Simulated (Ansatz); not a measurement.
# Antimonene bilayer (AA') in a perpendicular field, part 2 of 3

Aim: how the antimonene bilayer (AA') screens a field along its normal, and what the field does to its bands. A positive field points along +c.

Ansatz 0.2.0; plane-wave DFT, PBEsol-D3(BJ), Ansatz PAW (the session's first sound run).

So far. Step 2 (Relaxing the slab): The lattice constant a goes from 4.120 to 3.996 Å.

## 3. Atoms held, field 0

A sawtooth potential applies the field, turning back in the middle of the vacuum. With the dipole correction the typed value is the field outside the slab. The induced dipole is small, so the SCF threshold is tight.

The cell differs from the one that the last finished run ended in (c 36.400 → 25.152 Å).

The input, input.yaml:

```yaml
crystal:
  lattice:
    - [3.9959055679, 0.0, 0.0]
    - [-1.9979527839, 3.4605557329, 0.0]
    - [0.0, 0.0, 25.1516206376]
  atoms:
    - { symbol: Sb, position: [0.6666666667, 0.3333333333, 0.3578298246] }
    - { symbol: Sb, position: [0.3333333333, 0.6666666667, 0.4234912791] }
    - { symbol: Sb, position: [0.3333333333, 0.6666666667, 0.5765087209] }
    - { symbol: Sb, position: [0.6666666667, 0.3333333333, 0.6421701754] }
kpoints:
  mp_grid: { grid: [12, 12, 1] }
  band_path:
    path: [[0, 0, 0], [0.5, 0, 0], [0.33333333, 0.33333333, 0], [0, 0, 0]]
    npoints: 16
hamiltonian:
  xc: pbesol
  dispersion: d3bj
scf:
  occupations: { method: fermi_dirac, width: 0.02585 }
  convergence: { dr2_threshold: 1.0e-10 }
efield:
  axis: 3
  dipole_correction: true
  ramp_position: 0.97
  ramp_width: 0.06
  amplitude: 0
output:
  dos: { projected: true, e_range: [-6, 5] }
  bader: true
  write_potential: true
  write_density: true
  volumetric_format: npy
  elf: true
```

The run is started by

```bash
ansatz run input.yaml --threads 4 --pin off --max-ram 6144MiB --backend cpu --events-out ev --progress --plain --runs-dir out
```

Numbers of over 12 decimals in the logs are rounded to 6 here.

The log of the run:

```text
[...]
Crystal: 4 atoms, lattice volume = 347.798 Å³
Basis set: ecut = 420 eV, 6841 PW (Γ)
Bands: 36, of which v1, the nominal top of the filled ones, is band 30 counted from 1 (29 counted from 0)
Symmetry: 6 space group operations
k-points: 19 of 144 (time reversal used)
[...]
SCF iter   1: F=—  HF=-25632.691661 eV  |F-HF|=—  |Δ(HF+E_count)|=         —  Δρ=1.51e-3  dr2=1.22e-2  ethr=1.77e-3  p=0.000 e·Å  D=1.60e-15 V/Å  ΔV_dip=-0.00 eV  dr2_dipole=8.17e-8  V_vac-E_F(+/−)=4.49/4.49 eV  ⟨swp⟩=10.2  Hψ=3428  notcnv=0
efield: sawtooth ramp at fractional position 0.9700 (set: `efield.ramp_position`, or a place that a band, a saddle search or an elastic batch's reference lends), width 0.0600; the density the first Hamiltonian is built on has a dipole p = 0.000 e·Å; the dipole correction subtracts the counter field D = 1.60e-15 V/Å, which shifts the + side's vacuum level by -0.00 eV against the − side's; the planar-averaged density in the ramp window peaks in size at 4.0e-6 e/Å³
[...]
SCF iter   2: F=—  HF=-25632.689338 eV  |F-HF|=—  |Δ(HF+E_count)|=   2.32e-3  Δρ=9.55e-4  dr2=9.11e-3  ethr=2.04e-5  p=0.000 e·Å  D=6.15e-5 V/Å  ΔV_dip=-0.00 eV  dr2_dipole=4.15e-7  V_vac-E_F(+/−)=4.36/4.37 eV  ⟨swp⟩=3.2  Hψ=1203  notcnv=0  defer=24
[...]
SCF iter  11: F=-25632.689303 eV  HF=-25632.689303 eV  |F-HF|=2.18e-11  |Δ(HF+E_count)|=  3.71e-10  Δρ=6.47e-8  dr2=2.41e-11  ethr=1.00e-12  p=-0.000 e·Å  D=-5.78e-8 V/Å  ΔV_dip=0.00 eV  dr2_dipole=1.95e-15  V_vac-E_F(+/−)=4.30/4.30 eV  ⟨swp⟩=8.8  Hψ=1988  notcnv=0
SCF 1 converged in 11 iterations: F = -25632.689303 eV  dr2 = 2.41e-11
[...]
NSCF: frozen V_eff on 49 k-points
efield: sawtooth ramp at fractional position 0.9700 (kept from the solve that this one continues, or follows in the run), width 0.0600; the density the first Hamiltonian is built on has a dipole p = -0.000 e·Å; the dipole correction subtracts the counter field D = -5.78e-8 V/Å, which shifts the + side's vacuum level by +0.00 eV against the − side's; the planar-averaged density in the ramp window peaks in size at 1.9e-8 e/Å³
WARN: The output density's exchange-correlation potential varies sharply where the density is thin. Do not read a vacuum level from v_tot or v_xc, or from such a field of the output density. On a cell that repeats whose density bears no net charge and no dipole along the vacuum's axis use v_es (v_loc + v_h of the components); under efield.dipole_correction with no amplitude use v_es + v_field, which holds any externa [...]
SCF converged after 11 iterations
Free energy (F): -25632.689303 eV
[...]
Internal energy: -25632.689303 eV  (E = F + TS)
E sigma→0 (E₀):  -25632.689303 eV
Entropy (-TS):   -0.000000 eV (-0.000 meV/atom)
Fermi energy:    0.607959 eV
Dipole field:    D = -0.000000 V/Å  (p = -0.000000 e·Å, saw-weighted, corrected)
Work function:   Φ+ = 4.2998 eV   Φ− = 4.2998 eV
Levels:          The Fermi level and band energies are counted from a zero that moves with the ramp; work functions are not
[...]
--- Band table (eV; the first three rows and the last of 19) ---
  k-point 0: bands = [... 26 lower, 0.2209, 0.2209, 0.2933, 0.2933, 1.8747, 2.3607, 2.9852, 2.9852, ... 2 higher]
  k-point 1: bands = [... 26 lower, -0.5272, 0.0021, 0.0257, 0.0979, 2.3353, 2.6580, 2.9020, 3.1546, ... 2 higher]
  k-point 2: bands = [... 26 lower, -1.1978, -0.4002, -0.3285, 0.0304, 1.8050, 2.1238, 3.4520, 3.5108, ... 2 higher]
  k-point 18: bands = [... 26 lower, -2.4207, -1.9949, -1.8082, -1.4537, 1.0202, 1.5864, 3.1142, 3.1654, ... 2 higher]
--- Bader charges: 4 sites ---
  site symbol  charge [e]  shift [e]
     0     Sb     -0.0022     0.0000
     1     Sb      0.0022     0.0000
     2     Sb      0.0022     0.0000
     3     Sb     -0.0022     0.0000
  estimated error of the sums over rays = 1.6e-4 e
```

Elapsed: 17 s, on 4 threads of Arm Neoverse V2, shared host; peak memory 0.8 GiB.

Numbers from this step:

| Item | Value |
| --- | --- |
| dipole along the normal | -2.45e-8 e·Å |
| gap along the path | 0.6627 eV |
| smallest direct gap along the path | 1.245 eV |
| ionisation energy, upper face | 4.614 eV |
| electron affinity, upper face | 3.952 eV |
| gap, the smaller of path and mesh | 0.6567 eV |

Running mean over a fixed 2.7 Å (it still follows the layers) of the planar mean; the ramp of the sawtooth is left out. Electron's electrostatic potential energy less the Fermi level against z:

z (Å), electron's electrostatic potential energy less the Fermi level (eV) and a bar from the least value:
```
      3.5       4.30 ##############################
      4.0       4.30 ##############################
      4.5       4.30 ##############################
      5.0       4.29 ##############################
      5.5       4.28 ##############################
      6.0       4.22 ##############################
      6.5       3.99 #############################
      7.0       3.20 ###########################
      7.5       1.57 ######################
      8.0      -0.37 ################
      8.5      -2.21 ##########
      9.0      -3.93 #####
      9.5      -5.34 #
     10.0      -5.55 
     10.5      -4.45 ###
     11.0      -2.78 ########
     11.5      -1.04 ##############
     12.0       0.66 ###################
     12.5       1.63 ######################
     13.0       1.09 ####################
     13.5      -0.51 ###############
     14.0      -2.26 ##########
     14.5      -3.96 #####
     15.0      -5.33 #
     15.5      -5.55 
     16.0      -4.43 ###
     16.5      -2.74 #########
     17.0      -0.94 ##############
     17.5       0.99 ####################
     18.0       2.77 #########################
     18.5       3.84 #############################
     19.0       4.18 ##############################
     19.5       4.27 ##############################
     20.0       4.29 ##############################
     20.5       4.30 ##############################
     21.0       4.30 ##############################
     21.5       4.30 ##############################
     22.0       4.30 ##############################
```

The density of states has structure finer than the step of the table below, so its rows give means over 0.25 eV, whole bins alone (the curve runs from -6 to 2.22 eV). Peaks (eV: height): -4.020: 8.22, -3.660: 8.78, -2.420: 12.9, -1.780: 13.5, -0.570: 15.6, 1.000: 6.61, 1.690: 4.91.

Density of states against energy, zero at the Fermi level of the run, which the smearing sets inside the gap; means over each step:

energy (eV), density of states (states/eV a cell) and a bar:
```
    -4.75        0.0 
    -4.50        0.0 
    -4.25        0.8 ####
    -4.00        4.3 ######################
    -3.75        3.4 ##################
    -3.50        3.1 ################
    -3.25        2.4 #############
    -3.00        2.4 #############
    -2.75        3.1 ################
    -2.50        4.1 ######################
    -2.25        4.2 ######################
    -2.00        3.9 #####################
    -1.75        5.7 ##############################
    -1.50        2.8 ###############
    -1.25        2.0 ##########
    -1.00        1.8 ##########
    -0.75        2.0 ##########
    -0.50        3.0 ################
    -0.25        0.0 
     0.00        0.0 
     0.25        0.0 
     0.50        1.0 #####
     0.75        2.0 ###########
     1.00        3.2 #################
     1.25        2.9 ###############
     1.50        3.4 ##################
     1.75        4.3 ######################
     2.00        3.1 ################
```

Projected DOS per atom over height of the atomic layer and energy from the Fermi level. Layers: Sb Sb Sb Sb from below.

Values in states/eV, 22 rows by 4 columns, each cell a mean:
```
0.71 0.69 0.69 0.71
0.93 0.93 0.93 0.93
0.67 0.66 0.66 0.67
0.68 0.62 0.62 0.68
0.26 0.23 0.23 0.26
0.00 0.00 0.00 0.00
0.01 0.01 0.01 0.01
0.56 0.53 0.53 0.56
0.46 0.44 0.44 0.46
0.57 0.53 0.53 0.57
1.28 1.18 1.18 1.28
1.02 1.01 1.01 1.02
0.94 0.90 0.90 0.94
0.71 0.68 0.68 0.71
0.52 0.64 0.64 0.52
0.91 0.87 0.87 0.91
0.87 1.03 1.03 0.87
0.12 0.12 0.12 0.12
0.00 0.00 0.00 0.00
0.00 0.00 0.00 0.00
0.00 0.00 0.00 0.00
0.00 0.00 0.00 0.00
```
Columns: height of the atomic layer (Å) from 9 to 16.2 (not evenly spaced); rows upwards: energy from the Fermi level (eV) from -5.96 to 2.14.

Electronic bands along the path, in eV, zero at the Fermi level of the run, which the smearing sets inside the gap:

```csv
point,band 27,band 28,band 29,band 30,band 31,band 32,band 33,band 34
Γ,-0.39,-0.39,-0.31,-0.31,1.27,1.75,2.38,2.38
halfway,-1.74,-1.45,-1.38,-0.69,0.58,1.09,2.81,3.00
M,-2.56,-2.12,-2.05,-1.91,0.89,1.22,1.34,2.40
halfway,-3.04,-2.65,-2.47,-1.86,0.96,1.67,2.19,2.27
K,-3.03,-2.60,-2.42,-2.06,0.41,0.98,2.51,2.56
halfway,-2.51,-2.41,-1.67,-0.67,1.35,2.00,2.09,2.48
Γ,-0.39,-0.39,-0.31,-0.31,1.27,1.75,2.38,2.38
```

Valence density in the ca plane at fractional y = 0.333, with atoms of Sb within 0.2 Å of it. It is the smooth field of the valence electrons, not physical close to the nuclei.

Values in units of 1e0 e/Å³, 6 rows by 16 columns, each cell a mean:
```
0.0 0.0 0.1 0.5 0.8 0.2 0.1 0.0 0.0 0.1 0.5 0.9 0.2 0.0 0.0 0.0
0.0 0.0 0.1 4.0 7.3 0.2 0.0 0.0 0.0 0.1 2.1 9.0 0.4 0.0 0.0 0.0
0.0 0.0 0.1 2.6 4.6 0.2 0.0 0.0 0.0 0.1 1.5 5.7 0.3 0.0 0.0 0.0
0.0 0.0 0.0 0.3 0.4 0.2 0.1 0.0 0.1 0.2 0.3 0.4 0.1 0.0 0.0 0.0
0.0 0.0 0.0 0.1 0.1 0.3 0.2 0.0 0.1 0.3 0.2 0.1 0.0 0.0 0.0 0.0
0.0 0.0 0.0 0.1 0.2 0.2 0.1 0.0 0.1 0.2 0.2 0.1 0.0 0.0 0.0 0.0
```
Columns run along c (16.0 Å, from fractional 0.20 to 0.84 of the cell), rows up along a (4.0 Å). Atoms in or near the plane, at fractional coordinates: Sb at (0.36, 0.67), Sb at (0.64, 0.67).

ELF in the ca plane at fractional y = 0.333, with atoms of Sb within 0.2 Å of it. It is the smooth field of the valence electrons, not physical close to the nuclei.

Ten even steps from '0' (0.00) to '9' (0.84), each cell a mean:
```
00002468865456655431001344566545678752100000
00024799753234543110000012354322469985210000
00136899630003331000000001343100158997410000
00136899630003331000000001243100158997410000
00025799742123442110000012354311369986310000
00012578865445654431001234566544578863100000
00000124555566655653102565556655555310000000
00000000112345445675103675545432110000000000
00000000011244445675103776545432110000000000
00000123455556655663102566556655544210000000
```
Columns run along c (16.0 Å, from fractional 0.20 to 0.84 of the cell), rows up along a (4.0 Å). Atoms in or near the plane, at fractional coordinates: Sb at (0.36, 0.67), Sb at (0.64, 0.67).

Electrostatic potential energy in the ca plane at fractional y = 0.333, with atoms of Sb within 0.2 Å of it. With pseudopotentials it is smooth inside the atoms' cores, unlike the true potential.

Ten even steps from '0' (-27 eV) to '9' (5 eV), each cell a mean:
```
99999999875457888999999998887644689999999999
99999999620003789999999999985100158999999999
99999998400001689999999999972000037999999999
99999998400001689999999999972000027999999999
99999998620003789999999999984100058999999999
99999999864346888999999999887533579999999999
99999999988888877899999988788888899999999999
99999999999988766789999987678899999999999999
99999999999998766789999987678899999999999999
99999999998888877899999988778888899999999999
```
Columns run along c (16.0 Å, from fractional 0.20 to 0.84 of the cell; values clipped at the 3rd and 97th percentile), rows up along a (4.0 Å). Atoms in or near the plane, at fractional coordinates: Sb at (0.36, 0.67), Sb at (0.64, 0.67).

The gap is 0.66 eV, with the valence edge 4.61 eV and the conduction edge 3.95 eV under the upper vacuum level. Spin-orbit coupling, left out in this run, matters for the bands of elements this heavy.

## 4. Single point, field 0.03 V/Å

Edit input.yaml of step 3 so:

```diff
@@ -26,6 +26,4 @@
   ramp_width: 0.06
-  amplitude: 0
+  amplitude: 0.03
 output:
-  dos: { projected: true, e_range: [-6, 5] }
-  bader: true
   write_potential: true
@@ -33,2 +31 @@
   volumetric_format: npy
-  elf: true
```

The log of the run:

```text
[...]
Crystal: 4 atoms, lattice volume = 347.798 Å³
Basis set: ecut = 420 eV, 6841 PW (Γ)
Bands: 36, of which v1, the nominal top of the filled ones, is band 30 counted from 1 (29 counted from 0)
Symmetry: 6 space group operations
k-points: 19 of 144 (time reversal used)
[...]
k-point 0: bands = [... 26 lower, 0.2189, 0.2189, 0.2951, 0.2951, 1.8743, 2.3610, 2.9842, 2.9842, ... 2 higher]
  k-point 1: bands = [... 26 lower, -0.5247, 0.0022, 0.0238, 0.0997, 2.3348, 2.6584, 2.9015, 3.1537, ... 2 higher]
  k-point 2: bands = [... 26 lower, -1.1979, -0.4021, -0.3267, 0.0305, 1.8045, 2.1242, 3.4513, 3.5101, ... 2 higher]
  k-point 18: bands = [... 26 lower, -2.4209, -1.9959, -1.8073, -1.4537, 1.0199, 1.5866, 3.1140, 3.1652, ... 2 higher]
[key lines of the parts left out:]
SCF converged after 12 iterations
Free energy (F): -25632.689623 eV
Fermi energy:    0.608624 eV
Dipole field:    D = 0.011093 V/Å  (p = 0.021321 e·Å, saw-weighted, corrected)
```

The job ended after 11 s (4 threads; peak memory 0.72 GiB; 42 s of CPU time).

The dipole is 0.0213 e·Å, and the gap 0.655 eV.

## 5. Atoms held, field -0.03 V/Å

Edit input.yaml of step 4 so:

```diff
@@ -26,3 +26,3 @@
   ramp_width: 0.06
-  amplitude: 0.03
+  amplitude: -0.03
 output:
```

The log of the run:

```text
[...]
Crystal: 4 atoms, lattice volume = 347.798 Å³
Basis set: ecut = 420 eV, 6841 PW (Γ)
Bands: 36, of which v1, the nominal top of the filled ones, is band 30 counted from 1 (29 counted from 0)
Symmetry: 6 space group operations
k-points: 19 of 144 (time reversal used)
[...]
k-point 0: bands = [... 26 lower, 0.2189, 0.2189, 0.2951, 0.2951, 1.8743, 2.3610, 2.9842, 2.9842, ... 2 higher]
  k-point 1: bands = [... 26 lower, -0.5247, 0.0022, 0.0238, 0.0997, 2.3348, 2.6584, 2.9015, 3.1537, ... 2 higher]
  k-point 2: bands = [... 26 lower, -1.1979, -0.4021, -0.3267, 0.0305, 1.8045, 2.1242, 3.4513, 3.5101, ... 2 higher]
  k-point 18: bands = [... 26 lower, -2.4209, -1.9959, -1.8073, -1.4537, 1.0199, 1.5866, 3.1140, 3.1652, ... 2 higher]
[key lines of the parts left out:]
SCF converged after 12 iterations
Free energy (F): -25632.689623 eV
Fermi energy:    0.608625 eV
Dipole field:    D = -0.011093 V/Å  (p = -0.021322 e·Å, saw-weighted, corrected)
```

The job ended after 11 s (4 threads; peak memory 0.72 GiB; 41 s of CPU time).

The dipole is -0.0213 e·Å, and the gap 0.655 eV.

## 6. Atoms held, field 0.15 V/Å

Edit input.yaml of step 5 so:

```diff
@@ -26,3 +26,3 @@
   ramp_width: 0.06
-  amplitude: -0.03
+  amplitude: 0.15
 output:
```

The log of the run:

```text
[...]
Crystal: 4 atoms, lattice volume = 347.798 Å³
Basis set: ecut = 420 eV, 6841 PW (Γ)
Bands: 36, of which v1, the nominal top of the filled ones, is band 30 counted from 1 (29 counted from 0)
Symmetry: 6 space group operations
k-points: 19 of 144 (time reversal used)
[...]
k-point 0: bands = [... 26 lower, 0.1864, 0.1864, 0.3245, 0.3245, 1.8651, 2.3665, 2.9628, 2.9628, ... 2 higher]
  k-point 1: bands = [... 26 lower, -0.4892, -0.0089, 0.0027, 0.1292, 2.3218, 2.6662, 2.8890, 3.1340, ... 2 higher]
  k-point 2: bands = [... 26 lower, -1.2006, -0.4349, -0.2971, 0.0316, 1.7919, 2.1332, 3.4354, 3.4931, ... 2 higher]
  k-point 18: bands = [... 26 lower, -2.4254, -2.0178, -1.7884, -1.4523, 1.0119, 1.5914, 3.1086, 3.1600, ... 2 higher]
[key lines of the parts left out:]
SCF converged after 12 iterations
Free energy (F): -25632.697300 eV
Fermi energy:    0.619384 eV
Dipole field:    D = 0.055486 V/Å  (p = 0.106647 e·Å, saw-weighted, corrected)
```

It took 11 s on 4 threads; peak memory 0.72 GiB; 41 s of CPU time.

The dipole is 0.107 e·Å, and the gap 0.619 eV.

## 7. Atoms held, field 0.25 V/Å

Edit input.yaml of step 6 so:

```diff
@@ -26,3 +26,3 @@
   ramp_width: 0.06
-  amplitude: 0.15
+  amplitude: 0.25
 output:
```

The log of the run:

```text
[...]
Crystal: 4 atoms, lattice volume = 347.798 Å³
Basis set: ecut = 420 eV, 6841 PW (Γ)
Bands: 36, of which v1, the nominal top of the filled ones, is band 30 counted from 1 (29 counted from 0)
Symmetry: 6 space group operations
k-points: 19 of 144 (time reversal used)
[...]
k-point 0: bands = [... 26 lower, 0.1482, 0.1482, 0.3568, 0.3568, 1.8486, 2.3762, 2.9315, 2.9315, ... 2 higher]
  k-point 1: bands = [... 26 lower, -0.4529, -0.0471, 0.0036, 0.1615, 2.2992, 2.6785, 2.8673, 3.1042, ... 2 higher]
  k-point 2: bands = [... 26 lower, -1.2055, -0.4731, -0.2647, 0.0337, 1.7704, 2.1482, 3.4096, 3.4573, ... 2 higher]
  k-point 18: bands = [... 26 lower, -2.4337, -2.0509, -1.7610, -1.4499, 0.9976, 1.5998, 3.0987, 3.1503, ... 2 higher]
[key lines of the parts left out:]
SCF converged after 12 iterations
Free energy (F): -25632.711524 eV
Fermi energy:    0.629356 eV
Dipole field:    D = 0.092532 V/Å  (p = 0.177852 e·Å, saw-weighted, corrected)
```

Wall time 11 s (4 threads); peak memory 0.72 GiB; 43 s of CPU time.

The dipole is 0.178 e·Å, and the gap 0.574 eV.

## 8. Single point, field -0.25 V/Å

Edit input.yaml of step 7 so:

```diff
@@ -26,4 +26,6 @@
   ramp_width: 0.06
-  amplitude: 0.25
+  amplitude: -0.25
 output:
+  dos: { projected: true, e_range: [-6, 5] }
+  bader: true
   write_potential: true
@@ -31 +33,2 @@
   volumetric_format: npy
+  elf: true
```

The log of the run:

```text
[...]
Crystal: 4 atoms, lattice volume = 347.798 Å³
Basis set: ecut = 420 eV, 6841 PW (Γ)
Bands: 36, of which v1, the nominal top of the filled ones, is band 30 counted from 1 (29 counted from 0)
Symmetry: 6 space group operations
k-points: 19 of 144 (time reversal used)
[...]
k-point 2: bands = [... 26 lower, -1.2055, -0.4731, -0.2647, 0.0337, 1.7704, 2.1482, 3.4096, 3.4573, ... 2 higher]
  k-point 18: bands = [... 26 lower, -2.4337, -2.0509, -1.7610, -1.4499, 0.9976, 1.5998, 3.0987, 3.1503, ... 2 higher]
--- Bader charges: 4 sites ---
  site symbol  charge [e]  shift [e]
     0     Sb      0.0222     0.0000
     1     Sb     -0.0135     0.0000
     2     Sb      0.0177     0.0000
     3     Sb     -0.0265     0.0000
  estimated error of the sums over rays = 1.8e-4 e
[key lines of the parts left out:]
SCF converged after 12 iterations
Free energy (F): -25632.711524 eV
Fermi energy:    0.629356 eV
Dipole field:    D = -0.092532 V/Å  (p = -0.177852 e·Å, saw-weighted, corrected)
```

Run time: 17 s. Hardware: 4 threads; peak memory 0.78 GiB.

The dipole is -0.178 e·Å, and the gap 0.574 eV.

(Continued in part 3 of 3.)

[Logs are printed without paths, hosts, clocks, repeated set-up lines and the standing remarks that a program may print on its own settings, such as how far it seeks lower states.]

[Hosts, paths, dates, database ids (printed as entryN), source tags and the programs' standing remarks are cut or masked in the printed files.]

[Maps of the electrostatic potential energy from Ansatz leave out the sawtooth potential of an applied field or a dipole correction, so their vacuum need not be flat; planar profiles and work functions include it.]

[The density of states shown here was stored with 400 of the rows of the run's finer table, so its peaks can read low, often by over a quarter, or be missed, and its means over a window can be off by a tenth or more.]
